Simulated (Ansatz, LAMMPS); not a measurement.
# Glassy Ca3Al2Si3O12 (120 atoms): geometry optimisation, part 2 of 3

How does glassy Ca3Al2Si3O12 (120 atoms) relax, and what do bonds, charges and levels look like afterwards?

Ansatz 0.2.0; Kohn-Sham DFT, PBE, PAW (set soft_2), plane waves.

The cell: 12 Al, 18 Ca, 72 O and 18 Si. The quench rate of 10 K/ps far exceeds what a furnace or splat quench reaches. The network of bonds at the start is that of the classical potential that made the cell. Only the Γ point is sampled, in a cell whose shortest periodic width is 12 Å.

So far. Step 3 (Single point at the start): Neighbours are counted within 3.08 Å (O-Ca), 2.12 Å (O-Si), 2.33 Å (O-Al).

## 4. Cell and atoms relaxed

Cell and atoms are freed together, to release stress as well as forces.

Contents of input.yaml:

```yaml
crystal:
  lattice:
    - [11.66705, 0.0, 0.0]
    - [0.0, 11.66705, 0.0]
    - [0.0, 0.0, 11.66705]
  atoms:
    [... the 120 atom lines of step 3 ...]
kpoints:
  mp_grid: { grid: [1, 1, 1] }
hamiltonian:
  xc: pbe
scf:
  occupations: { method: fixed }
output:
  forces: true
relax:
  f_tol: 0.05
  max_steps: 200
  cell: {}
```

Command:

```
$ ansatz run input.yaml --threads 4 --pin off --max-ram 8192MiB --backend cpu --events-out ev --progress --plain --runs-dir out
```

Numbers of over 12 decimals in the logs are rounded to 6 here.

Output:

```text
[...]
Crystal: 120 atoms, lattice volume = 1588.119 Å³
Basis set: ecut = 420 eV, 31103 PW (Γ), exchange–correlation on 160×160×160 points (8 copies of the dense FFT grid, shifted against one another)
Bands: 480, of which v1, the nominal top of the filled ones, is band 360 counted from 1 (359 counted from 0)
Symmetry: 1 space group operations
[...]
k-points: 1
[...]
SCF iter   1: F=—  HF=-91612.448718 eV  |F-HF|=—  |Δ(HF+E_count)|=         —  Δρ=2.03e-3  dr2=8.66e-2  ethr=1.77e-3  ⟨swp⟩=8.0  Hψ=1603  notcnv=0  defer=118
[...]
SCF iter   3: F=—  HF=-91612.467114 eV  |F-HF|=—  |Δ(HF+E_count)|=   3.72e-3  Δρ=4.67e-4  dr2=5.45e-3  ethr=2.75e-6  ⟨swp⟩=3.0  Hψ=598  notcnv=0  defer=110
automatic band count: iteration 3 solves 472 bands in place of 480: the levels show a gap, and the empty bands left out lie too high to hold charge; the band table lists the bands solved (type scf.n_extra_bands for more)
SCF iter   4: F=—  HF=-91612.467433 eV  |F-HF|=—  |Δ(HF+E_count)|=   3.19e-4  Δρ=1.51e-4  dr2=4.03e-4  ethr=7.57e-7  ⟨swp⟩=3.0  Hψ=599  notcnv=0  defer=110
[...]
SCF iter   9: F=-91612.467575 eV  HF=-91612.467575 eV  |F-HF|=3.02e-8  |Δ(HF+E_count)|=   1.47e-8  Δρ=1.81e-6  dr2=5.00e-8  ethr=1.39e-11  ⟨swp⟩=3.0  Hψ=1503  notcnv=0
SCF 1 converged in 9 iterations: F = -91612.467575 eV  dr2 = 5.00e-8
[...]
relax step   1: F+E_penalty+E_count = -91612.46757473 eV  Δ(F+E_penalty+E_count) = +0.000e0 eV  max|allowed force component| = 7.821e0 eV/Å  Δτ_max = 0.0000 Å  P = +5.828 GPa  Ω = 1588.119 Å³  (9 SCF iters, dr2 threshold 1.00e-7 eV, accepted)
[... from here on, the SCF cycles and remarks between the steps are left out ...]
relax step   2: F+E_penalty+E_count = -91619.61420873 eV  Δ(F+E_penalty+E_count) = -7.147e0 eV  max|allowed force component| = 4.061e0 eV/Å  Δτ_max = 0.1968 Å  P = +3.629 GPa  Ω = 1580.808 Å³  energy of the carried Pulay correction = +2.367e-2 eV  (7 SCF iters, dr2 threshold 1.20e-5 eV, accepted)
relax step   3: F+E_penalty+E_count = -91623.78970361 eV  Δ(F+E_penalty+E_count) = -4.175e0 eV  max|allowed force component| = 1.764e0 eV/Å  Δτ_max = 0.2000 Å  P = +1.249 GPa  Ω = 1585.172 Å³  energy of the carried Pulay correction = +9.531e-3 eV  (8 SCF iters, dr2 threshold 1.20e-5 eV, accepted)
relax step   4: F+E_penalty+E_count = -91624.82742641 eV  Δ(F+E_penalty+E_count) = -1.038e0 eV  max|allowed force component| = 5.680e-1 eV/Å  Δτ_max = 0.2000 Å  P = +0.416 GPa  Ω = 1589.396 Å³  energy of the carried Pulay correction = -4.123e-3 eV  (7 SCF iters, dr2 threshold 1.20e-5 eV, accepted)
relax step   5: F+E_penalty+E_count = -91624.74172303 eV  Δ(F+E_penalty+E_count) = +8.570e-2 eV  max|allowed force component| = 7.158e-1 eV/Å  Δτ_max = 0.2000 Å  P = -0.059 GPa  Ω = 1595.264 Å³  energy of the carried Pulay correction = -2.303e-2 eV  (7 SCF iters, dr2 threshold 1.20e-5 eV, rejected (line search))
relax step   6: F+E_penalty+E_count = -91625.05955466 eV  Δ(F+E_penalty+E_count) = -2.321e-1 eV  max|allowed force component| = 2.971e-1 eV/Å  Δτ_max = 0.0982 Å  P = -0.009 GPa  Ω = 1592.127 Å³  energy of the carried Pulay correction = -1.293e-2 eV  (12 SCF iters, accepted)
relax step   7: F+E_penalty+E_count = -91625.12717524 eV  Δ(F+E_penalty+E_count) = -6.762e-2 eV  max|allowed force component| = 2.073e-1 eV/Å  Δτ_max = 0.1000 Å  P = -0.011 GPa  Ω = 1591.712 Å³  energy of the carried Pulay correction = -1.159e-2 eV  (7 SCF iters, dr2 threshold 5.52e-6 eV, accepted)
relax step   8: F+E_penalty+E_count = -91625.16193632 eV  Δ(F+E_penalty+E_count) = -3.476e-2 eV  max|allowed force component| = 1.267e-1 eV/Å  Δτ_max = 0.1500 Å  P = -0.091 GPa  Ω = 1593.322 Å³  energy of the carried Pulay correction = -1.678e-2 eV  (7 SCF iters, dr2 threshold 2.69e-6 eV, accepted)
relax step   9: F+E_penalty+E_count = -91625.11105587 eV  Δ(F+E_penalty+E_count) = +5.088e-2 eV  max|allowed force component| = 2.113e-1 eV/Å  Δτ_max = 0.1481 Å  P = -0.239 GPa  Ω = 1603.774 Å³  energy of the carried Pulay correction = -5.032e-2 eV  (9 SCF iters, dr2 threshold 1.00e-6 eV, rejected (line search))
relax step  10: F+E_penalty+E_count = -91625.18991722 eV  Δ(F+E_penalty+E_count) = -2.798e-2 eV  max|allowed force component| = 9.381e-2 eV/Å  Δτ_max = 0.0722 Å  P = +0.065 GPa  Ω = 1593.559 Å³  energy of the carried Pulay correction = -1.754e-2 eV  (12 SCF iters, accepted)
relax step  11: F+E_penalty+E_count = -91625.19791515 eV  Δ(F+E_penalty+E_count) = -7.998e-3 eV  max|allowed force component| = 3.975e-2 eV/Å  Δτ_max = 0.0501 Å  P = +0.004 GPa  Ω = 1594.153 Å³  energy of the carried Pulay correction = -1.945e-2 eV  (7 SCF iters, dr2 threshold 5.50e-7 eV, accepted)
relax step  12: F+E_penalty+E_count = -91625.26099395 eV  Δ(F+E_penalty+E_count) = -6.308e-2 eV  max|allowed force component| = 3.958e-2 eV/Å  Δτ_max = 0.0000 Å  P = +0.072 GPa  Ω = 1594.153 Å³  stress off target by 3.04e-1 GPa  SCF on the basis re-selected at this cell (its energy is not comparable with the rows above)  (7 SCF iters)
relax step  13: F+E_penalty+E_count = -91625.24856821 eV  Δ(F+E_penalty+E_count) = +1.243e-2 eV  max|allowed force component| = 1.514e-1 eV/Å  Δτ_max = 0.1500 Å  P = +0.061 GPa  Ω = 1595.268 Å³  energy of the carried Pulay correction = -3.447e-3 eV  (9 SCF iters, dr2 threshold 2.31e-7 eV, rejected (line search))
relax step  14: F+E_penalty+E_count = -91625.25771116 eV  Δ(F+E_penalty+E_count) = +3.283e-3 eV  max|allowed force component| = 8.617e-2 eV/Å  Δτ_max = 0.0565 Å  P = -0.048 GPa  Ω = 1597.266 Å³  energy of the carried Pulay correction = -1.013e-2 eV  (12 SCF iters, accepted)
relax step  15: F+E_penalty+E_count = -91625.25964383 eV  Δ(F+E_penalty+E_count) = -1.933e-3 eV  max|allowed force component| = 3.508e-2 eV/Å  Δτ_max = 0.0515 Å  P = +0.015 GPa  Ω = 1598.087 Å³  energy of the carried Pulay correction = -1.286e-2 eV  (7 SCF iters, dr2 threshold 4.64e-7 eV, accepted)
relax step  16: F+E_penalty+E_count = -91625.27410949 eV  Δ(F+E_penalty+E_count) = -1.447e-2 eV  max|allowed force component| = 3.502e-2 eV/Å  Δτ_max = 0.0000 Å  P = +0.019 GPa  Ω = 1598.087 Å³  stress off target by 6.50e-2 GPa  SCF on the basis re-selected at this cell (its energy is not comparable with the rows above)  (7 SCF iters)
relax step  17: F+E_penalty+E_count = -91625.27411603 eV  Δ(F+E_penalty+E_count) = -6.546e-6 eV  max|allowed force component| = 4.000e-2 eV/Å  Δτ_max = 0.0236 Å  P = +0.011 GPa  Ω = 1598.654 Å³  energy of the carried Pulay correction = -1.892e-3 eV  (8 SCF iters, dr2 threshold 1.06e-8 eV, accepted)
relax step  18: F+E_penalty+E_count = -91625.27617677 eV  Δ(F+E_penalty+E_count) = -2.061e-3 eV  max|allowed force component| = 4.001e-2 eV/Å  Δτ_max = 0.0000 Å  P = +0.012 GPa  Ω = 1598.654 Å³  stress off target by 2.71e-2 GPa  SCF on the basis re-selected at this cell (its energy is not comparable with the rows above)  (5 SCF iters)
[...]
SCF converged after 5 iterations
Free energy (F): -91625.276177 eV
[...]
Internal energy: -91625.276177 eV  (E = F + TS)
E sigma→0 (E₀):  -91625.276177 eV
Fermi energy:    4.826487 eV
[...]
--- Forces (eV/Å), atoms counted from 1 ---
  atom   1  Al     0.01965678    -0.00489065     0.00739938
  atom   2  Al     0.00231136    -0.00769007    -0.00709386
  atom   3  Al    -0.00296719    -0.00238256     0.00034993
  atom   4  Al     0.00125898     0.00671484    -0.01053976
  atom   5  Al     0.00265028    -0.00896230    -0.00037233
  atom   6  Al    -0.00616615    -0.00436380     0.00234075
  atom   7  Al    -0.00555085    -0.00756859     0.01017492
  atom   8  Al    -0.00258133    -0.00245574     0.00813990
  atom   9  Al     0.00572459     0.00603671     0.01746352
  atom  10  Al     0.00642795    -0.01109305    -0.00726673
  atom  11  Al     0.00739790    -0.00773159     0.00502390
  atom  12  Al     0.00135003    -0.01004300     0.00344219
  atom  13  Ca    -0.00546497     0.00348629     0.00370933
  atom  14  Ca     0.02084511    -0.00653374     0.00536686
[...]
atom 119  Si     0.00848132     0.01195295     0.01631194
  atom 120  Si    -0.02748226    -0.01281138    -0.02512020
  max |Σ_I F_I| component: 2.23e-4 eV/Å
--- Stress (GPa, compression-positive) ---
        0.025759       0.000788      -0.004852
        0.000793       0.000895       0.000049
       -0.004853       0.000051       0.009496
  P = ⅓ Tr σ = 0.0121 GPa (0.121 kbar)
--- Relaxed structure (15 steps of the walk, 12 accepted, 3 SCFs on fresh bases) ---
  F+E_penalty+E_count = -91625.27617677 eV   max|allowed force component| = 4.001e-2 eV/Å   (the final SCF, on the basis selected at the relaxed cell)
  cell:  # Å, volume = 1598.6544 Å³
    - [11.913951, -0.230574, 0.033685]
    - [-0.230574, 11.607365, -0.196071]
    - [0.033685, -0.196071, 11.568027]
  atoms:
    - { symbol: Al, position: [0.155684, 0.826127, 0.659842] }
    - { symbol: Al, position: [0.415613, 0.876166, 0.320243] }
    - { symbol: Al, position: [0.012266, 0.945090, 0.895613] }
    - { symbol: Al, position: [0.600621, 0.302018, 0.502399] }
[...]
- { symbol: Si, position: [0.718066, 0.742758, 0.250933] }
```

The job ended after 5.3 min (4 threads of Arm Neoverse V2, shared host; peak memory 2.1 GiB).

Relaxation path:

| step | energy less that of the first step (eV) | largest force component (eV/Å) | pressure (GPa) | volume (Å³) |
| --- | --- | --- | --- | --- |
| 1 | 0.0000 | 7.8206 | 5.83 | 1588.12 |
| 2 | -7.1466 | 4.0607 | 3.63 | 1580.81 |
| 3 | -11.3221 | 1.7643 | 1.25 | 1585.17 |
| 4 | -12.3599 | 0.5680 | 0.42 | 1589.40 |
| 5 | -12.2741 | 0.7158 | -0.06 | 1595.26 |
| 6 | -12.5920 | 0.2971 | -0.01 | 1592.13 |
| 7 | -12.6596 | 0.2073 | -0.01 | 1591.71 |
| 8 | -12.6944 | 0.1267 | -0.09 | 1593.32 |
| 9 | -12.6435 | 0.2113 | -0.24 | 1603.77 |
| 10 | -12.7223 | 0.0938 | 0.07 | 1593.56 |
| 11 | -12.7303 | 0.0397 | 0.00 | 1594.15 |
| 12* | -12.7934 | 0.0396 | 0.07 | 1594.15 |
| 13 | -12.7810 | 0.1514 | 0.06 | 1595.27 |
| 14 | -12.7901 | 0.0862 | -0.05 | 1597.27 |
| 15 | -12.7921 | 0.0351 | 0.02 | 1598.09 |
| 16* | -12.8065 | 0.0350 | 0.02 | 1598.09 |
| 17 | -12.8065 | 0.0400 | 0.01 | 1598.65 |
| 18* | -12.8086 | 0.0400 | 0.01 | 1598.65 |

Relaxation steps marked * repeat the geometry before them on a plane-wave basis chosen anew for their cell, so energy and pressure can jump there. Relaxation steps 5, 9, 13 were tried and not accepted.

| cell as run | before | after | change |
| --- | --- | --- | --- |
| a (Å) | 11.667 | 11.916 | +2.1 % |
| b (Å) | 11.667 | 11.611 | -0.5 % |
| c (Å) | 11.667 | 11.570 | -0.8 % |
| α (°) | 90.00 | 91.94 | +2.2 % |
| β (°) | 90.00 | 89.65 | -0.4 % |
| γ (°) | 90.00 | 92.25 | +2.5 % |
| volume (Å³/atom) | 13.23 | 13.32 | +0.7 % |

The atoms that moved most (Å, as changes of fractional coordinates times the final cell):

| atom | dx | dy | dz | length |
| --- | --- | --- | --- | --- |
| O46 | -0.516 | -0.103 | 0.437 | 0.684 |
| O88 | -0.062 | -0.529 | 0.182 | 0.563 |
| O87 | 0.219 | 0.446 | -0.222 | 0.544 |
| O97 | 0.129 | -0.309 | -0.331 | 0.471 |
| Ca26 | -0.227 | 0.377 | -0.066 | 0.445 |
| Al12 | 0.158 | 0.196 | 0.341 | 0.424 |
| O92 | 0.151 | 0.176 | 0.328 | 0.402 |
| O66 | 0.012 | 0.009 | 0.397 | 0.398 |

The relaxation changed the energy by -107 meV/atom, and atoms moved by 0.24 Å r.m.s., 0.68 Å at most.

## 5. Distances and neighbours after relaxation

Bonds before and after, by the cutoffs listed below:

| pair | bonds before | bonds after | mean before (Å) | mean after (Å) | spread before (Å) | spread after (Å) |
| --- | --- | --- | --- | --- | --- | --- |
| O-Ca | 107 | 106 | 2.522 | 2.457 | 0.175 | 0.168 |
| O-Si | 72 | 72 | 1.611 | 1.648 | 0.058 | 0.028 |
| O-Al | 50 | 51 | 1.776 | 1.801 | 0.097 | 0.054 |

Density 2.81 g/cm³, 13.32 Å³ an atom.

Pair distribution functions g(r), in bins of 0.2 Å:

| r (Å) | total | O-O | O-Ca | O-Si | O-Al | Ca-Ca | Ca-Si |
| --- | --- | --- | --- | --- | --- | --- | --- |
| 1.50 | 0.11 | 0.00 | 0.00 | 0.59 | 0.00 | 0.00 | 0.00 |
| 1.70 | 3.02 | 0.00 | 0.00 | 12.43 | 6.45 | 0.00 | 0.00 |
| 1.90 | 0.62 | 0.00 | 0.00 | 0.00 | 5.18 | 0.00 | 0.00 |
| 2.10 | 0.08 | 0.00 | 0.43 | 0.00 | 0.00 | 0.00 | 0.00 |
| 2.30 | 0.63 | 0.00 | 3.53 | 0.00 | 0.00 | 0.00 | 0.00 |
| 2.50 | 0.91 | 0.73 | 3.60 | 0.00 | 0.00 | 0.00 | 0.00 |
| 2.70 | 1.57 | 3.88 | 0.75 | 0.00 | 0.19 | 0.00 | 0.00 |
| 2.90 | 0.90 | 1.82 | 0.48 | 0.23 | 0.08 | 0.00 | 0.47 |
| 3.10 | 0.95 | 1.00 | 0.55 | 0.31 | 0.22 | 0.39 | 1.85 |
| 3.30 | 0.92 | 0.90 | 0.36 | 0.63 | 0.73 | 1.08 | 2.67 |
| 3.50 | 1.10 | 0.82 | 0.76 | 1.08 | 0.84 | 1.94 | 4.62 |
| 3.70 | 1.03 | 0.78 | 0.83 | 1.35 | 1.29 | 1.46 | 2.59 |
| 3.90 | 0.92 | 0.63 | 1.01 | 1.21 | 1.36 | 1.56 | 1.17 |
| 4.10 | 1.04 | 0.67 | 1.17 | 1.37 | 1.92 | 0.72 | 0.58 |
| 4.30 | 1.19 | 0.66 | 1.20 | 1.88 | 1.95 | 1.26 | 0.83 |
| 4.50 | 0.98 | 0.87 | 1.24 | 1.21 | 0.92 | 0.78 | 0.68 |
| 4.70 | 0.97 | 1.11 | 1.33 | 0.82 | 0.77 | 0.55 | 0.45 |
| 4.90 | 1.04 | 1.35 | 1.32 | 0.72 | 0.61 | 0.65 | 0.49 |
| 5.10 | 1.05 | 1.14 | 1.29 | 0.62 | 0.74 | 0.90 | 1.05 |
| 5.30 | 1.04 | 1.34 | 0.89 | 0.73 | 0.81 | 1.11 | 0.76 |
| 5.50 | 0.89 | 1.06 | 0.67 | 1.00 | 0.71 | 0.52 | 0.46 |
| 5.70 | 0.96 | 1.05 | 0.70 | 0.97 | 0.93 | 0.95 | 0.84 |

Bonds by pair of elements; cutoffs follow the first minimum of g(r), held within bounds set by covalent radii, and pairs that aren't listed don't count as bonded:

| pair A-B | cutoff (Å) | bonds | mean length (Å) | spread (Å) | shortest (Å) | B about A | A about B |
| --- | --- | --- | --- | --- | --- | --- | --- |
| O-Ca | 2.98 | 106 | 2.46 | 0.168 | 2.11 | 1.47 | 5.89 |
| O-Si | 2.08 | 72 | 1.65 | 0.028 | 1.59 | 1 | 4 |
| O-Al | 2.27 | 51 | 1.80 | 0.054 | 1.71 | 0.708 | 4.25 |

How many atoms have how many bonded neighbours:

| element | mean | 2 | 3 | 4 | 5 | 6 | 7 |
| --- | --- | --- | --- | --- | --- | --- | --- |
| Al | 4.25 | 0 | 0 | 9 | 3 | 0 | 0 |
| Ca | 5.89 | 0 | 0 | 2 | 3 | 8 | 5 |
| O | 3.18 | 11 | 38 | 22 | 1 | 0 | 0 |
| Si | 4 | 0 | 0 | 18 | 0 | 0 | 0 |

Bond angles, per cent of each kind in bins of 5°:

| angle (°) | O-Ca-O | O-Si-O | Ca-O-Si | O-Al-O | Al-O-Ca |
| --- | --- | --- | --- | --- | --- |
| 55–60 | 1.9 | 0.0 | 0.0 | 0.0 | 0.0 |
| 60–65 | 5.2 | 0.0 | 0.0 | 0.0 | 0.0 |
| 65–70 | 6.4 | 0.0 | 0.0 | 0.0 | 0.0 |
| 70–75 | 8.2 | 0.0 | 0.0 | 0.0 | 0.0 |
| 75–80 | 6.4 | 0.0 | 2.0 | 0.0 | 1.7 |
| 80–85 | 5.2 | 0.0 | 1.0 | 5.9 | 3.5 |
| 85–90 | 7.9 | 0.0 | 3.0 | 2.4 | 5.2 |
| 90–95 | 6.4 | 0.0 | 6.9 | 9.5 | 20.7 |
| 95–100 | 6.0 | 4.6 | 11.9 | 11.9 | 12.1 |
| 100–105 | 6.4 | 13.9 | 5.9 | 13.1 | 5.2 |
| 105–110 | 4.1 | 35.2 | 5.9 | 17.9 | 13.8 |
| 110–115 | 3.8 | 33.3 | 5.9 | 19.0 | 8.6 |
| 115–120 | 4.1 | 11.1 | 16.8 | 7.1 | 10.3 |
| 120–125 | 4.5 | 1.8 | 10.9 | 4.8 | 5.2 |
| 125–130 | 3.0 | 0.0 | 7.9 | 0.0 | 3.5 |
| 130–135 | 5.2 | 0.0 | 7.9 | 0.0 | 5.2 |
| 135–140 | 2.6 | 0.0 | 5.0 | 1.2 | 0.0 |
| 140–145 | 2.2 | 0.0 | 2.0 | 1.2 | 5.2 |
| 145–150 | 2.2 | 0.0 | 4.0 | 2.4 | 0.0 |
| 150–155 | 1.5 | 0.0 | 0.0 | 1.2 | 0.0 |
| 155–160 | 3.8 | 0.0 | 1.0 | 0.0 | 0.0 |
| 160–165 | 0.4 | 0.0 | 1.0 | 0.0 | 0.0 |
| 165–170 | 1.5 | 0.0 | 0.0 | 0.0 | 0.0 |
| 170–175 | 1.1 | 0.0 | 0.0 | 2.4 | 0.0 |
| 175–180 | 0.0 | 0.0 | 1.0 | 0.0 | 0.0 |

Bond angles (no mean is given where the spread exceeds 20°):

| angle | count | mean (°) | spread (°) |
| --- | --- | --- | --- |
| O-Ca-O | 267 | - | - |
| O-Si-O | 108 | 109 | 5 |
| Ca-O-Si | 101 | 116 | 18.6 |
| O-Al-O | 84 | 108 | 17.1 |
| Al-O-Ca | 58 | 107 | 16.2 |

Oxygen atoms by the number of network formers (Si, P, Ge, B, Al, As, Ga) bound to them:

| network formers bound to O | O atoms | per cent |
| --- | --- | --- |
| 0 | 0 | 0 |
| 1 | 21 | 29.2 |
| 2 | 51 | 70.8 |

Network units: each former by its oxygen neighbours and how many of them bridge to another former:

| former | O neighbours | bridging O | atoms |
| --- | --- | --- | --- |
| Si | 4 | 2 | 7 |
| Si | 4 | 3 | 6 |
| Si | 4 | 4 | 5 |
| Al | 4 | 3 | 1 |
| Al | 4 | 4 | 8 |
| Al | 5 | 5 | 3 |

Bond length by coordination (bonds to H left out):

| element | coordination | atoms | mean bond length (Å) |
| --- | --- | --- | --- |
| Al | 4 | 9 | 1.78 |
| Al | 5 | 3 | 1.86 |
| Ca | 4 | 2 | 2.33 |
| Ca | 5 | 3 | 2.41 |
| Ca | 6 | 8 | 2.47 |
| Ca | 7 | 5 | 2.48 |
| O | 2 | 11 | 1.69 |
| O | 3 | 38 | 2.00 |
| O | 4 | 22 | 2.21 |
| O | 5 | 1 | 2.35 |

Rings of the network by King's shortest-path rule, up to 12 atoms, one path for each pair of neighbours; H, halogens, alkali and alkaline-earth atoms are left out, and the last column divides by all other atoms, bonded or not:

| ring size (atoms) | rings | per network atom |
| --- | --- | --- |
| 4 | 1 | 0.01 |
| 6 | 2 | 0.02 |
| 8 | 1 | 0.01 |
| 10 | 7 | 0.069 |
| 12 | 9 | 0.088 |

For some of the pairs, g(r) has its first main peak near 2.7 Å (O-O), 2.4 Å (O-Ca), 1.6 Å (O-Si), 1.8 Å (O-Al), 3.6 Å (Ca-Ca) and 3.5 Å (Ca-Si). Counting bonds as in the table, 75 % of Al atoms have 4, 44 % of Ca atoms have 6, 53 % of O atoms have 3 and all Si atoms have 4 bonded neighbours. 71 % of the oxygens bridge two formers (Si and Al) and 29 % are non-bridging. The commonest Si unit has 4 oxygens, 2 of them shared with other formers (7 of 18 atoms). Rings of 12 atoms are the most common (45 % of those counted); sizes run from 4 to 12, where the search stops.

(Part 2 of 3 ends here.)

[Logs are printed without paths, hosts, clocks, repeated set-up lines and the standing remarks that a program may print on its own settings, such as how far it seeks lower states.]

[Hosts, paths, dates, database ids (printed as entryN), source tags and the programs' standing remarks are cut or masked in the printed files.]
